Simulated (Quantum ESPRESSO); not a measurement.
# Be3Sb (Pm-3m): zone-centre phonons

Aim: the zone-centre modes of Be3Sb (Pm-3m).

Calculated with Quantum ESPRESSO 7.5; DFT LDA, scalar-relativistic, plane waves, PseudoDojo norm-conserving pseudopotentials.

Most raw output is cut from this account.

The structure was built from a prototype and need not be the compound's stable phase.

### Step 1. The starting structure

The structure is cubic, space group Pm-3m (No. 221). Conventional cell: a = 3.682 Å, b = 3.682 Å, c = 3.682 Å, α = 90.00°, β = 90.00°, γ = 90.00°. Nearest to Sb lie 12 Be at 2.60 Å. Nearest to Be lie 4 Sb at 2.60 Å and 8 Be at 2.60 Å. Farther neighbours are not listed.

### Step 2. A first look

Before anything dear is run, a loose run with smearing shows whether this is a metal and how far the cell is from rest.

Input file probe.in:

```
&CONTROL
  calculation = 'scf'
  prefix      = 'x'
  outdir      = './tmp'
  pseudo_dir  = './pseudo'
  tprnfor     = .true.
  tstress     = .true.
  verbosity   = 'high'
/
&SYSTEM
  ibrav       = 0
  nat         = 4
  ntyp        = 2
  ecutwfc     = 76.0
  occupations = 'smearing'
  smearing    = 'gaussian'
  degauss     = 0.01
/
&ELECTRONS
  conv_thr         = 1.0d-07
  mixing_beta      = 0.7
  electron_maxstep = 100
/
ATOMIC_SPECIES
 Sb    121.7600  Sb.upf
 Be      9.0122  Be.upf
CELL_PARAMETERS angstrom
     3.682065630    0.000000000    0.000000000
     0.000000000    3.682065630    0.000000000
     0.000000000    0.000000000    3.682065630
ATOMIC_POSITIONS crystal
 Sb     0.000000000   0.000000000   0.000000000
 Be     0.000000000   0.500000000   0.500000000
 Be     0.500000000   0.000000000   0.500000000
 Be     0.500000000   0.500000000   0.000000000
K_POINTS automatic
 6 6 6 0 0 0
```

Started as:

```bash
$ OMP_NUM_THREADS=1 mpirun -n 4 pw.x -nk 4 -in probe.in > probe.out
```

Run time: 4.9 s. Hardware: 4 MPI ranks of Arm Neoverse V1, shared host; 19 s of CPU time.

Read from the output:

| Quantity | Value |
| --- | --- |
| volume per atom | 12.48 Å³ |
| pressure | -0.6600 GPa |
| gap on the k-mesh | 0 eV |

No gap opens on this mesh, so smearing is kept; the start stands at -0.66 GPa.

### Step 3. Relaxing the cell and atoms

Frequencies change by per cents with a per cent of volume, so the structure is first brought to rest at this level of theory.

Input file relax.in:

```
&CONTROL
  calculation   = 'vc-relax'
  prefix        = 'x'
  outdir        = './tmp'
  pseudo_dir    = './pseudo'
  tprnfor       = .true.
  tstress       = .true.
  forc_conv_thr = 2.0d-05
  etot_conv_thr = 1.0d-07
  nstep         = 40
/
&SYSTEM
  ibrav       = 0
  nat         = 4
  ntyp        = 2
  ecutwfc     = 76.0
  occupations = 'smearing'
  smearing    = 'mv'
  degauss     = 0.02
/
&ELECTRONS
  conv_thr         = 1.0d-11
  mixing_beta      = 0.7
  electron_maxstep = 100
/
&IONS
/
&CELL
  press_conv_thr = 0.2
/
ATOMIC_SPECIES
 Sb    121.7600  Sb.upf
 Be      9.0122  Be.upf
CELL_PARAMETERS angstrom
     3.682065630    0.000000000    0.000000000
     0.000000000    3.682065630    0.000000000
     0.000000000    0.000000000    3.682065630
ATOMIC_POSITIONS crystal
 Sb     0.000000000   0.000000000   0.000000000
 Be     0.000000000   0.500000000   0.500000000
 Be     0.500000000   0.000000000   0.500000000
 Be     0.500000000   0.500000000   0.000000000
K_POINTS automatic
 8 8 8 0 0 0
```

Started as:

```bash
$ OMP_NUM_THREADS=1 mpirun -n 4 pw.x -nk 4 -in relax.in > relax.out
```

It took 35 s on 4 MPI ranks.

The steps of the relaxation:

```tsv
step	energy less that of the first step (eV)	largest force (eV/Å)	pressure (GPa)	volume (Å³)
1	0.0000	0.0000	-0.35	49.92
2	-0.0001	0.0000	-0.15	49.83
3	-0.0002	0.0000	0.00	49.77
4	-0.0002	0.0000	0.00	49.77
5	0.0010	0.0000	-0.05	49.77
```

```tsv
conventional cell, symmetrised	before	after	change
a (Å)	3.682	3.678	-0.1 %
b (Å)	3.682	3.678	-0.1 %
c (Å)	3.682	3.678	-0.1 %
volume (Å³/atom)	12.48	12.44	-0.3 %
```

The last row of the table of steps is pw.x's closing run on a basis chosen anew for the final cell, so its energy can jump.

Numbers from this step:

| Property | Result |
| --- | --- |
| volume per atom | 12.44 Å³ |
| pressure | -0.04600 GPa |

The volume changes by -0.3 % from the cell with which this run began.

### Step 4. Self-consistent run for the response

The response is built on this ground state, so it is converged far tighter than an energy would need. Smearing stays on, as the first look found no gap above 0.3 eV.

Input file scf.in:

```
&CONTROL
  calculation = 'scf'
  prefix      = 'x'
  outdir      = './tmp'
  pseudo_dir  = './pseudo'
  tprnfor     = .true.
  tstress     = .true.
/
&SYSTEM
  ibrav       = 0
  nat         = 4
  ntyp        = 2
  ecutwfc     = 76.0
  occupations = 'smearing'
  smearing    = 'mv'
  degauss     = 0.02
/
&ELECTRONS
  conv_thr         = 1.0d-12
  mixing_beta      = 0.7
  electron_maxstep = 100
/
ATOMIC_SPECIES
 Sb    121.7600  Sb.upf
 Be      9.0122  Be.upf
CELL_PARAMETERS angstrom
     3.678283474    0.000000000    0.000000000
     0.000000000    3.678283474    0.000000000
     0.000000000    0.000000000    3.678283474
ATOMIC_POSITIONS crystal
 Sb     0.000000000   0.000000000   0.000000000
 Be     0.000000000   0.500000000   0.500000000
 Be     0.500000000   0.000000000   0.500000000
 Be     0.500000000   0.500000000   0.000000000
K_POINTS automatic
 8 8 8 0 0 0
```

Started as:

```bash
$ OMP_NUM_THREADS=1 mpirun -n 4 pw.x -nk 4 -in scf.in > scf.out
```

It took 10 s on 4 MPI ranks.

The cell stands at -0.046 GPa, close enough for phonons.

### Step 5. Linear response at Γ

At q = 0 one unit cell holds all displacements; symmetry groups them into irreducible representations that are solved one by one. With smeared occupations no response to a homogeneous field can be asked.

Input file ph.in:

```
phonons
&INPUTPH
  prefix       = 'x'
  outdir       = './tmp'
  fildyn       = 'g.dyn'
  tr2_ph       = 1.0d-18
  alpha_mix(1) = 0.4
  nmix_ph      = 8
/
0.000000000000 0.000000000000 0.000000000000
```

Started as:

```bash
$ OMP_NUM_THREADS=1 mpirun -n 4 ph.x -nk 4 -in ph.in > ph.out
```

Wall time 4.9 min (4 MPI ranks); 19 min of CPU time.

Numbers from this step:

| Property | Result |
| --- | --- |
| largest acoustic frequency at the zone centre before the sum rule | -1.72 cm⁻¹ |
| highest optical zone-centre mode (no LO-TO term) | 345.1 cm⁻¹ |
| lowest optical zone-centre mode | -217.5 cm⁻¹ |

The acoustic modes at Γ come out as far as 1.7 cm⁻¹ from zero, where they should vanish, a small numerical error. The lowest optical mode is imaginary, 218i cm⁻¹, an instability at this level and on this k mesh.

### Step 6. Zone-centre analysis

A rigid shift of the crystal must cost nothing, but grids and finite bases break this; the acoustic sum rule is imposed before the matrix is diagonalised again.

Input file dynmat.in:

```
&INPUT
  fildyn = 'g.dyn'
  asr    = 'simple'
  fileig = 'dynmat.eig'
/
```

Started as:

```bash
$ dynmat.x -in dynmat.in > dynmat.out
```

It took 0.46 s on 1 thread.

This step gave:

| Item | Value |
| --- | --- |
| lowest optical zone-centre mode | -217.6 cm⁻¹ |

Unit eigenvectors of the mass-weighted matrix after the sum rule; no LO-TO term. The modes at Γ (shares of kinetic energy by element, %) (negative means imaginary):

```tsv
mode	frequency (cm⁻¹)	Sb %	Be %
1	-217.6	6	94
2	-217.6	6	94
3	-217.6	6	94
4	0.0	82	18
5	0.0	82	18
6	0.0	82	18
7	221.2	0	100
8	221.2	0	100
9	221.2	0	100
10	345.1	13	87
11	345.1	13	87
12	345.1	13	87
```

Displacements in mode 3 (-217.6 cm⁻¹), the largest set to 1:
```
Sb1  0.00  0.00 -0.07
Be2  0.00  0.00 -0.06
Be3  0.00  0.00 -0.06
Be4  0.00  0.00  1.00
```

Displacements in mode 10 (345.1 cm⁻¹), the largest set to 1:
```
Sb1  0.02  0.03 -0.15
Be2  0.00 -0.22  1.00
Be3 -0.16  0.00  1.00
Be4 -0.16 -0.22 -0.02
```

The rule moves no optical mode by more than 0.1 cm⁻¹.

### Step 7. Sum rules set otherwise: a sum rule for molecules or wires on a crystal

This rule also removes rotations, which suits molecules and not a crystal; it is tried to see the harm.

Input file dynmat.in:

```
&INPUT
  fildyn = 'g.dyn'
  asr    = 'zero-dim'
  fileig = 'dynmat.eig'
/
```

Started as:

```bash
$ dynmat.x -in dynmat.in > dynmat.out
```

Wall time 0.45 s (1 thread).

The run ended normally, but on settings that are not sound.

The fault: a sum rule for molecules or wires on a crystal; 3 optical modes are projected out to zero frequency, as if they were rotations.

For a crystal the rule has to be 'simple' or 'crystal'.

Zone-centre frequencies as printed; negative means imaginary. Modes:

```tsv
mode	frequency (cm⁻¹)
1	-217.6
2	0
3	0
4	0
5	0
6	0
7	0
8	110.9
9	110.9
10	345.1
11	399.3
12	399.3
```

### Step 8. Sum rules set otherwise (asr no)

Without the rule the raw error of the acoustic modes shows.

Input file dynmat.in:

```
&INPUT
  fildyn = 'g.dyn'
  asr    = 'no'
  fileig = 'dynmat.eig'
/
```

Started as:

```bash
$ dynmat.x -in dynmat.in > dynmat.out
```

Wall time 0.45 s (1 thread).

Numbers from this step:

```yaml
lowest_optical_zone_centre_mode: -217.5 cm⁻¹
```

Zone-centre frequencies as printed; negative means imaginary. Modes:

```tsv
mode	frequency (cm⁻¹)
1	-217.5
2	-217.5
3	-217.5
4	-1.72
5	-1.72
6	-1.72
7	221.2
8	221.2
9	221.2
10	345.1
11	345.1
12	345.1
```

Against the first rule no mode moves by more than 1.8 cm⁻¹.

### Step 9. Results

| Quantity | Value |
| --- | --- |
| space group after relaxation | Pm-3m |
| volume per atom | 12.4 Å³ |
| highest optical zone-centre mode (no LO-TO term) | 345.1 cm⁻¹ |
| lowest optical zone-centre mode | -217.6 cm⁻¹ |
| imaginary optical modes at the zone centre (no q mesh in this session) | yes |

**Reading.** At the LDA level the optical modes of Be3Sb (Pm-3m) at the zone centre run from 218i to 345 cm⁻¹, so the structure is a saddle point, with 3 modes beyond 10i cm⁻¹ there. Of the 9 optical modes, 6 are infrared active alone and 3 are silent. These are harmonic frequencies at zero temperature: anharmonic shifts and linewidths and thermal expansion are left out. Spin-orbit coupling is left out, which can matter for the heavy elements here. In a metal the frequencies hang on the k mesh and the smearing, most of all near Kohn anomalies. The runs are without spin polarisation, although the cell has an odd electron count or an open d or f shell, so a magnetic state was not tested. The relaxation ran at 76 Ry, under the 88 Ry recommended for these files; the stress of so short a basis can leave the cell about one per cent too small. The structure is a hypothetical one, built on a prototype.

[Host names and launcher messages were left out of these logs when they were recorded.]

[Logs are printed without paths, hosts, clocks, repeated set-up lines and the standing remarks that a program may print on its own settings, such as how far it seeks lower states.]

[Hosts, paths, dates, database ids (printed as entryN), source tags and the programs' standing remarks are cut or masked in the printed files.]
